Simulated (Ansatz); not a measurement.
# Elastic response of ThTi2O6 (C2/m) (72 atoms), part 2 of 3

Aim: relax ThTi2O6 (C2/m) (72 atoms), then change its volume and shape to read moduli from the stress.

Ansatz 0.2.0; Kohn-Sham DFT, r2SCAN, PAW (set soft_2), plane waves.

The cell: 8 Th, 16 Ti and 48 O. Sampling is at Γ alone. No spin–orbit coupling is included.

So far. Step 2 (Single point at the start): The r.m.s. force at the start is 0.94 eV/Å. Step 3 (Cell and atoms relaxed): The relaxation converged after 6 steps, with a largest force component of 0.0032 eV/Å.

## Step 4: Single point at the relaxed geometry

The electronic structure is read at the final geometry, in a run of its own.

input.yaml reads:

```yaml
crystal:
  lattice:
    - [9.93688, -0.00067, -0.04569]
    - [-0.00052, 7.57648, 9.0e-05]
    - [-6.92457, 0.0006, 12.33767]
  atoms:
    - { symbol: Th, position: [0.99967, 4.0e-05, 0.99973] }
    - { symbol: Th, position: [0.49981, 0.24999, 0.9998] }
    - { symbol: Ti, position: [0.82493, 0.99996, 0.19615] }
    - { symbol: Ti, position: [0.17446, 6.0e-05, 0.30332] }
    - { symbol: Ti, position: [0.32492, 0.25002, 0.19614] }
    - { symbol: Ti, position: [0.67448, 0.24998, 0.30335] }
    [... 60 atom lines left out ...]
    - { symbol: O, position: [0.47685, 0.75007, 0.65599] }
    - { symbol: O, position: [0.5226, 0.74998, 0.8435] }
    - { symbol: O, position: [0.65691, 0.50008, 0.55396] }
    - { symbol: O, position: [0.34252, 0.49993, 0.94554] }
    - { symbol: O, position: [0.15696, 0.74998, 0.55395] }
    - { symbol: O, position: [0.8425, 0.75001, 0.94554] }
kpoints:
  mp_grid: { grid: [1, 1, 1] }
hamiltonian:
  xc: r2scan
scf:
  occupations: { method: fixed }
output:
  forces: true
  stress: true
  populations: intrinsic
  dos:
    method: { smearing: { sigma: 0.1 } }
    de: 0.1
    projected: { site_lists: { O: [O], Th: [Th], Ti: [Ti] } }
  eigenvalues: true
  write_density: true
  write_potential: true
  volumetric_format: npy
  elf: true
```

The run is started by

```bash
ansatz run input.yaml --threads 4 --pin off --max-ram 8192MiB --backend cpu --events-out ev --progress --plain --runs-dir out
```

Numbers of over 12 decimals in the logs are rounded to 6 here.

Output:

```text
Th: projections on atomic orbitals take those of the free atom [Xe 4f14 5d10] 5f0 6s2 6p6 6d2 7s2, of charge +0.00 (hamiltonian.pseudopotentials.projection_atoms); the dataset's partial waves leave at most 9.8e-5 of an orbital's norm unspanned inside its sphere
[...]
Crystal: 72 atoms, lattice volume = 926.464 Å³
Basis set: ecut = 500 eV, 23491 PW (Γ), exchange–correlation on 300×240×432 points (64 copies of the dense FFT grid, shifted against one another)
Bands: 360, of which v1, the nominal top of the filled ones, is band 288 counted from 1 (287 counted from 0)
Symmetry: 1 space group operations
[...]
k-points: 1
[...]
SCF iter   1: F=—  HF=-173453.624610 eV  |F-HF|=—  |Δ(HF+E_count)|=         —  Δρ=1.98e-2  dr2=4.40e0  dr2_τ=4.29e0  ethr=1.77e-3  ⟨swp⟩=3.0  Hψ=1185  notcnv=0  defer=68
[...]
SCF iter  10: F=-173454.724339 eV  HF=-173454.724339 eV  |F-HF|=3.20e-10  |Δ(HF+E_count)|=   1.98e-7  Δρ=2.11e-6  dr2=4.04e-8  dr2_τ=4.67e-9  ethr=1.74e-11  ⟨swp⟩=18.0  Hψ=3295  notcnv=0
SCF 1 converged in 10 iterations: F = -173454.724339 eV  dr2 = 4.04e-8
[...]
SCF converged after 10 iterations
Free energy (F): -173454.724339 eV
[...]
Internal energy: -173454.724339 eV  (E = F + TS)
E sigma→0 (E₀):  -173454.724339 eV
Fermi energy:    7.994810 eV
[...]
--- Forces (eV/Å), atoms counted from 1 ---
  atom   1  Th     0.00030054     0.00066605     0.00074701
  atom   2  Th     0.00125021     0.00087536     0.00023271
  atom   3  Ti    -0.00083857     0.00122436     0.00174292
  atom   4  Ti     0.00329647    -0.00167984     0.00330635
  atom   5  Ti    -0.00126264     0.00115453     0.00218817
  atom   6  Ti     0.00218762    -0.00004654     0.00045351
  atom   7  O      0.00015908     0.00090323    -0.00033940
  atom   8  O      0.00073492    -0.00079845     0.00052504
  atom   9  O      0.00082750     0.00015396    -0.00179716
  atom  10  O      0.00063936    -0.00074091     0.00085454
  atom  11  O     -0.00034738    -0.00002439    -0.00150732
  atom  12  O     -0.00192975     0.00035534    -0.00069640
  atom  13  O      0.00146558    -0.00043412    -0.00211641
  atom  14  O     -0.00123047     0.00023113    -0.00019875
[...]
atom  71  O      0.00175813    -0.00011477     0.00178357
  atom  72  O     -0.00141702     0.00060658    -0.00149889
  max |Σ_I F_I| component: 9.73e-5 eV/Å
--- Stress (GPa, compression-positive) ---
       -0.004088       0.006681       0.000903
        0.006681       0.000031       0.001457
        0.000903       0.001457      -0.004614
  P = ⅓ Tr σ = -0.0029 GPa (-0.029 kbar)
--- Band table (eV) ---
[...]
--- intrinsic populations: 72 sites ---
  site symbol       q [e]
     0     Th     10.7207
     1     Th     10.7207
     2     Ti     10.5884
[...]
71      O      6.6247
  spilling = 0.000000 (of n_electrons = 576.000000)
```

It took 39 s on 4 threads of Arm Neoverse V2, shared host; peak memory 2.8 GiB.

The run gave:

* free energy: -173454.7243 eV
* free energy per atom: -2409.0934 eV/atom
* SCF cycles: 10
* pressure: -0.00289 GPa
* r.m.s. force component: 0.00133 eV/Å
* longest force: 0.00502 eV/Å
* Fermi energy: 7.995 eV
* gap (highest filled to lowest empty level): 3.6 eV

Intrinsic-atomic-orbital charges by element and coordination:

```csv
element,coordination,atoms,mean charge (e),spread,least,most
O,all,48,-0.684,0.052,-0.751,-0.625
O,3,32,-0.65,0.0252,-0.675,-0.625
O,4,16,-0.751,0,-0.751,-0.751
Th,all,8,1.28,0,1.28,1.28
Ti,all,16,1.41,0,1.41,1.41
```

Density of states as counts of states in windows of 1 eV (from the Fermi level), total and the larger projections:

```csv
from (eV),to (eV),total,O p,Ti d
-10,-5,0.0,0.0,0.0
-5,-4,14.3,10.1,2.1
-4,-3,73.9,53.0,12.9
-3,-2,48.2,35.4,7.7
-2,-1,69.6,57.6,5.9
-1,0,78.0,69.4,2.7
0,1,4.1,3.6,0.0
1,3,0.0,0.0,0.0
3,4,12.9,1.0,11.4
4,5,72.0,9.4,57.3
```

With fixed occupations the program's Fermi level is the highest filled level; weight inside the gap is the broadening of levels at its edges.

Between -26 and -10 eV lie 144 more states.

The stored curve holds about 432 of the 576 electrons; the rest, give or take the few that broadening carries across the Fermi level, lie in deeper levels below its range.

The levels nearest the highest filled one (over half full), pooled over k-points and spins:

```csv
level less the highest filled one (eV),occupation
-0.214,2
-0.0959,2
-0.0529,2
-0.0093,2
-0.0092,2
0,2
3.60,0
3.67,0
3.77,0
3.83,0
3.91,0
3.99,0
```

Valence density in the ac plane at fractional y = 0.000, with atoms of Th and Ti and O within 0.2 Å of it. It is the smooth field of the valence electrons, not physical close to the nuclei.

Ten even steps from '_' (0.0 e/Å³) to '@' (9.2 e/Å³), each cell a mean:
```
....____________..==++::__________________________......
______________..--**==..____________________________....
..::::________......____________________________________
****--..::====..________________________..::..________::
--::..--%%@@**..____________________..==##++..______..::
____..--++--..__....________________..----..____..______
..__________..==**--______________________..==####::____
++::________--++==..______________________--%%%%==..::==
--..________....__________________________..::..__..==**
____________________________________::--..__________....
......__________________________..==##++..____________..
__....__________________________..----..____________....
....____________..==++::__________________________......
______________..--**==..____________________________....
..::::________......____________________________________
****--..::====..________________________..::..________::
--::..--%%@@**..____________________..==**++..______..::
____..--++--..__....________________..==--..____..______
..__________..==**--______________________..==####::____
++::________--++==..______________________--%%%%==..::==
--..________..____________________________..::..__..==**
____________________________________::--..__________....
......__________________________..==##++..____________..
__....__________________________..----..____________....
```
Columns run along a (9.9 Å), rows up along c (14.1 Å). Atoms in or near the plane, at fractional coordinates: Th at (0.00, 0.00), Ti at (0.82, 0.20), Ti at (0.17, 0.30), O at (0.28, 0.20), O at (0.72, 0.30), O at (0.98, 0.16), O at (0.02, 0.34), O at (0.66, 0.05), O at (0.34, 0.45), Th at (0.00, 0.50), Ti at (0.82, 0.70), Ti at (0.17, 0.80), O at (0.28, 0.70), O at (0.72, 0.80) and more.

Electrostatic potential energy in the ac plane at fractional y = 0.000, with atoms of Th and Ti and O within 0.2 Å of it. With pseudopotentials it is smooth inside the atoms' cores, unlike the true potential.

Values in eV, 13 rows by 16 columns, each cell a mean:
```
-31  -3  11  14   3 -30 -14  12  12  14  15  15  13   6 -21 -42
-19  -8   4  -5  -5   2  13  14  15  15  15  12   9  10   7   1
-13 -10 -28 -26  -3  11  15  15  15  15   3 -31 -16   8   7  -5
  0   0  -3  -3 -25 -11  14  15  15  15  10   2 -11 -26 -18   2
-14  10  11   2  -3  12  15  15  15  14  12   0 -17 -13  -5 -31
-24 -20   2  12  14  15  15  14  13   4 -26 -15  11  13   9  -8
-48 -25   6  13  13  -4  -5  11  12   6   1  13  14   8 -17 -48
 -9   4  12  10  -5 -23   1  13  14  15  15  15  13   7  -7 -16
-34 -12 -15 -24  -7  10  14  15  15  15  12  -7  -9  11  11  -6
  6  -9 -22 -12  -3   2  14  15  15  15   2 -19  -6  -8  -8   4
-17   8  10  -5 -29  -2  14  15  15  15  13   2 -23 -28 -14 -18
 -4   1   8  12  14  15  15  15  14  13  -1  -8   0   6   4 -13
-47 -36   2  12  15  14  12  12  12  -2 -26  -2  14  12  -1 -33
```
Columns run along a (9.9 Å; values clipped at the 3rd and 97th percentile), rows up along c (14.1 Å). Atoms in or near the plane, at fractional coordinates: Th at (0.00, 0.00), Ti at (0.82, 0.20), Ti at (0.17, 0.30), O at (0.28, 0.20), O at (0.72, 0.30), O at (0.98, 0.16), O at (0.02, 0.34), O at (0.66, 0.05), O at (0.34, 0.45), Th at (0.00, 0.50), Ti at (0.82, 0.70), Ti at (0.17, 0.80), O at (0.28, 0.70), O at (0.72, 0.80) and more.

Filled and empty levels are parted by 3.60 eV at Γ alone; the mesh holds the band edges only if they fold onto it, so the gap at this level can be narrower or closed. Mean intrinsic-atomic-orbital charges: O -0.68, Th +1.28, Ti +1.41 e. The largest share in the top eV of filled states is O p (90 % of the projected weight), and in the lowest eV of empty states Ti d (84 % of the projected weight).

## Step 5: Volume -3 %

The relaxed cell is scaled evenly and the atoms are relaxed again; the stress at the end gives one point of P(V).

input.yaml, the sections that differ from step 4:

```yaml
crystal:
  lattice:
    - [9.8365, -0.00066, -0.04523]
    - [-0.00051, 7.49994, 9.0e-05]
    - [-6.85462, 0.00059, 12.21304]
  atoms:
    [... the 72 atom lines of step 4 ...]
output:
  forces: true
  eigenvalues: true
  stress: true
relax:
  f_tol: 0.05
  max_steps: 70
# kpoints, hamiltonian, scf: as in step 4
```

Output:

```text
Warning: output.stress: scf.convergence.dr2_threshold = 1e-7 eV (the SCF's general default) is looser than the 7.2e-9 eV advised for a printed stress (1e-10 eV for each atom of the cell: 72). What an SCF threshold leaves in a stress goes as its square root, and in the free energy as the threshold itself, and one threshold admits the most on a small cell: [...]
[...]
Crystal: 72 atoms, lattice volume = 898.669 Å³
Basis set: ecut = 500 eV, 22829 PW (Γ), exchange–correlation on 288×240×432 points (64 copies of the dense FFT grid, shifted against one another)
Bands: 360, of which v1, the nominal top of the filled ones, is band 288 counted from 1 (287 counted from 0)
Symmetry: 1 space group operations
[...]
k-points: 1
[...]
SCF iter   1: F=—  HF=-173452.860485 eV  |F-HF|=—  |Δ(HF+E_count)|=         —  Δρ=1.95e-2  dr2=4.08e0  dr2_τ=4.55e0  ethr=1.77e-3  ⟨swp⟩=3.0  Hψ=1185  notcnv=0  defer=68
[...]
SCF iter   7: F=-173454.158945 eV  HF=-173454.158944 eV  |F-HF|=1.14e-6  |Δ(HF+E_count)|=   5.64e-6  Δρ=3.81e-5  dr2=2.33e-5  dr2_τ=6.98e-7  ethr=1.09e-8  ⟨swp⟩=14.0  Hψ=1945  notcnv=0
SCF 1 converged in 7 iterations: F = -173454.158945 eV  dr2 = 2.33e-5
[...]
relax step   1: F+E_penalty+E_count = -173454.15894515 eV  Δ(F+E_penalty+E_count) = +0.000e0 eV  max|allowed force component| = 2.641e-1 eV/Å  Δτ_max = 0.0000 Å  (7 SCF iters, dr2 threshold 6.25e-5 eV, accepted)
[...]
relax step   2: F+E_penalty+E_count = -173454.27364283 eV  Δ(F+E_penalty+E_count) = -1.147e-1 eV  max|allowed force component| = 9.259e-2 eV/Å  Δτ_max = 0.0503 Å  (8 SCF iters, dr2 threshold 4.36e-6 eV, accepted)
[...]
relax step   3: F+E_penalty+E_count = -173454.28574301 eV  Δ(F+E_penalty+E_count) = -1.210e-2 eV  max|allowed force component| = 5.414e-2 eV/Å  Δτ_max = 0.0099 Å  (8 SCF iters, accepted)
[...]
relax step   4: F+E_penalty+E_count = -173454.28757917 eV  Δ(F+E_penalty+E_count) = -1.836e-3 eV  max|allowed force component| = 1.561e-2 eV/Å  Δτ_max = 0.0036 Å  (7 SCF iters, accepted)
[...]
SCF iter   2: F=-173454.287579 eV  HF=-173454.287579 eV  |F-HF|=1.89e-9  |Δ(HF+E_count)|=   4.48e-9  Δρ=1.18e-6  dr2=1.01e-8  dr2_τ=8.91e-10  ethr=4.79e-12  ⟨swp⟩=3.0  Hψ=796  notcnv=0
SCF 5 converged in 2 iterations: F = -173454.287579 eV  dr2 = 1.01e-8
SCF converged after 2 iterations
Free energy (F): -173454.287579 eV
[...]
Internal energy: -173454.287579 eV  (E = F + TS)
E sigma→0 (E₀):  -173454.287579 eV
Fermi energy:    8.478097 eV
[...]
--- Forces (eV/Å), atoms counted from 1 ---
  atom   1  Th     0.00004530    -0.00069437    -0.00007368
  atom   2  Th    -0.00015423     0.00078112     0.00016347
  atom   3  Ti     0.00481298     0.00047904    -0.00775865
  atom   4  Ti    -0.00442313    -0.00024442     0.00819756
  atom   5  Ti     0.00452341     0.00018147    -0.00721946
  atom   6  Ti    -0.00441496     0.00014622     0.00740899
  atom   7  O     -0.00260670    -0.00023615     0.00721510
  atom   8  O      0.00285464     0.00018252    -0.00687160
  atom   9  O     -0.00269442     0.00008411     0.00674275
  atom  10  O      0.00296488     0.00010014    -0.00682529
  atom  11  O     -0.00390845     0.00016813     0.01532015
  atom  12  O      0.00344340    -0.00006441    -0.01551162
  atom  13  O     -0.00358717    -0.00006571     0.01553074
  atom  14  O      0.00327399     0.00002478    -0.01560197
[...]
atom  71  O      0.00315933     0.00001564     0.00525045
  atom  72  O     -0.00318131    -0.00003618    -0.00525085
  max |Σ_I F_I| component: 8.42e-5 eV/Å
--- Stress (GPa, compression-positive) ---
        5.040784       0.005763      -0.000371
        0.005764       5.541404       0.000958
       -0.000371       0.000958       4.892647
  P = ⅓ Tr σ = 5.1583 GPa (51.583 kbar)
--- Band table (eV) ---
[...]
--- Relaxed structure (4 steps of the walk, 4 accepted, 0 SCFs on fresh bases) ---
  F+E_penalty+E_count = -173454.28757917 eV   max|allowed force component| = 1.561e-2 eV/Å
  atoms:
    - { symbol: Th, position: [0.999697, 1.692301016852807e-5, 0.999739] }
    - { symbol: Th, position: [0.499749, 0.250007, 0.999756] }
    - { symbol: Ti, position: [0.824494, 1.000011, 0.195205] }
    - { symbol: Ti, position: [0.174934, 6.667729327992021e-6, 0.304284] }
[...]
- { symbol: O, position: [0.840541, 0.749993, 0.948679] }
```

Elapsed: 2 min, on 4 threads; peak memory 2.8 GiB; 7.6 min of CPU time.

The program notes that the SCF threshold is loose for the stress.

The relaxation converged after 4 steps, 0.129 eV below its start, with a largest force component of 0.016 eV/Å.

Volume -3 %: the energy stands 0.437 eV above that of the reference, at a pressure of 5.16 GPa.

## Step 6: Volume +3 %

The relaxed cell is scaled to another volume.

input.yaml, the sections that differ from step 5:

```yaml
crystal:
  lattice:
    - [10.03527, -0.00068, -0.04614]
    - [-0.00053, 7.6515, 9.0e-05]
    - [-6.99313, 0.00061, 12.45983]
  atoms:
    [... the 72 atom lines of step 4 ...]
# kpoints, hamiltonian, scf, output, relax: as in step 5
```

Output:

```text
[...]
Crystal: 72 atoms, lattice volume = 954.258 Å³
Basis set: ecut = 500 eV, 24197 PW (Γ), exchange–correlation on 300×240×432 points (64 copies of the dense FFT grid, shifted against one another)
Bands: 360, of which v1, the nominal top of the filled ones, is band 288 counted from 1 (287 counted from 0)
Symmetry: 1 space group operations
[...]
k-points: 1
[...]
SCF iter   1: F=—  HF=-173453.302076 eV  |F-HF|=—  |Δ(HF+E_count)|=         —  Δρ=2.01e-2  dr2=4.77e0  dr2_τ=4.06e0  ethr=1.77e-3  ⟨swp⟩=3.0  Hψ=1176  notcnv=0  defer=68
[...]
SCF iter   6: F=—  HF=-173454.212310 eV  |F-HF|=—  |Δ(HF+E_count)|=   1.09e-4  Δρ=1.68e-4  dr2=3.69e-4  dr2_τ=2.41e-5  ethr=2.35e-7  ⟨swp⟩=2.0  Hψ=479  notcnv=0  defer=70
SCF iter   7: F=-173454.212287 eV  HF=-173454.212290 eV  |F-HF|=2.43e-6  |Δ(HF+E_count)|=   2.00e-5  Δρ=3.87e-5  dr2=2.69e-5  dr2_τ=9.63e-7  ethr=1.09e-8  ⟨swp⟩=15.0  Hψ=1955  notcnv=0
SCF 1 converged in 7 iterations: F = -173454.212287 eV  dr2 = 2.69e-5
[...]
relax step   1: F+E_penalty+E_count = -173454.21228718 eV  Δ(F+E_penalty+E_count) = +0.000e0 eV  max|allowed force component| = 2.360e-1 eV/Å  Δτ_max = 0.0000 Å  (7 SCF iters, dr2 threshold 6.25e-5 eV, accepted)
[...]
relax step   2: F+E_penalty+E_count = -173454.30671256 eV  Δ(F+E_penalty+E_count) = -9.443e-2 eV  max|allowed force component| = 8.877e-2 eV/Å  Δτ_max = 0.0530 Å  (8 SCF iters, dr2 threshold 3.48e-6 eV, accepted)
[...]
relax step   3: F+E_penalty+E_count = -173454.31749967 eV  Δ(F+E_penalty+E_count) = -1.079e-2 eV  max|allowed force component| = 4.499e-2 eV/Å  Δτ_max = 0.0078 Å  (7 SCF iters, accepted)
[...]
SCF iter   2: F=-173454.317500 eV  HF=-173454.317500 eV  |F-HF|=2.36e-8  |Δ(HF+E_count)|=   3.35e-8  Δρ=1.99e-6  dr2=2.56e-8  dr2_τ=2.63e-9  ethr=1.19e-11  ⟨swp⟩=3.0  Hψ=922  notcnv=0
SCF 4 converged in 2 iterations: F = -173454.317500 eV  dr2 = 2.56e-8
SCF converged after 2 iterations
Free energy (F): -173454.317500 eV
[...]
Internal energy: -173454.317500 eV  (E = F + TS)
E sigma→0 (E₀):  -173454.317500 eV
Fermi energy:    7.579821 eV
[...]
Σ components = -173454.317500   (vs F -173454.317500, Δ=0.00e0)
--- Forces (eV/Å), atoms counted from 1 ---
  atom   1  Th     0.00012933     0.00127233     0.00111213
  atom   2  Th     0.00041440     0.00392925     0.00107444
  atom   3  Ti    -0.04282761     0.00056862    -0.03670319
  atom   4  Ti     0.04499640     0.00009149     0.03886812
[...]
atom  72  O      0.00670508    -0.00001636     0.00679772
  max |Σ_I F_I| component: 1.29e-4 eV/Å
--- Stress (GPa, compression-positive) ---
       -4.488628       0.006457      -0.078403
        0.006457      -4.993152       0.000566
       -0.078400       0.000566      -4.257832
  P = ⅓ Tr σ = -4.5799 GPa (-45.799 kbar)
--- Band table (eV) ---
[...]
--- Relaxed structure (3 steps of the walk, 3 accepted, 0 SCFs on fresh bases) ---
  F+E_penalty+E_count = -173454.31749967 eV   max|allowed force component| = 4.499e-2 eV/Å
  atoms:
    - { symbol: Th, position: [0.999671, 1.337132011986952e-5, 0.999728] }
    - { symbol: Th, position: [0.499797, 0.249992, 0.999788] }
    - { symbol: Ti, position: [0.825476, 0.999988, 0.197129] }
    - { symbol: Ti, position: [0.173943, 2.169393806597006e-5, 0.302360] }
[...]
- { symbol: O, position: [0.844261, 0.749994, 0.942571] }
```

The job ended after 96 s (4 threads; peak memory 2.8 GiB; 6.1 min of CPU time).

The relaxation converged after 3 steps, 0.105 eV below its start, with a largest force component of 0.045 eV/Å.

Volume +3 %: the energy stands 0.407 eV above that of the reference, at a pressure of -4.58 GPa.

## Step 7: Volume +5 %

The relaxed cell is scaled to another volume.

Input and log are left out; they have the form of those shown for this kind of step.

It took 2.1 min on 4 threads of Arm Neoverse V2, shared host; peak memory 2.9 GiB.

The relaxation converged after 4 steps, 0.281 eV below its start, with a largest force component of 0.030 eV/Å.

Volume +5 %: the energy stands 1.09 eV above that of the reference, at a pressure of -7.32 GPa.

## Step 8: Volume -1.5 %

The relaxed cell is scaled to another volume.

Input and log are left out; they have the form of those shown for this kind of step.

The job ended after 70 s (4 threads of Arm Neoverse V2, shared host; peak memory 2.8 GiB; 4.5 min of CPU time).

The relaxation converged after 2 steps, 0.0275 eV below its start, with a largest force component of 0.047 eV/Å.

Volume -1.5 %: the energy stands 0.110 eV above that of the reference, at a pressure of 2.59 GPa.

(Continued in part 3 of 3.)

[Logs are printed without paths, hosts, clocks, repeated set-up lines and the standing remarks that a program may print on its own settings, such as how far it seeks lower states.]

[Hosts, paths, dates, database ids (printed as entryN), source tags and the programs' standing remarks are cut or masked in the printed files.]
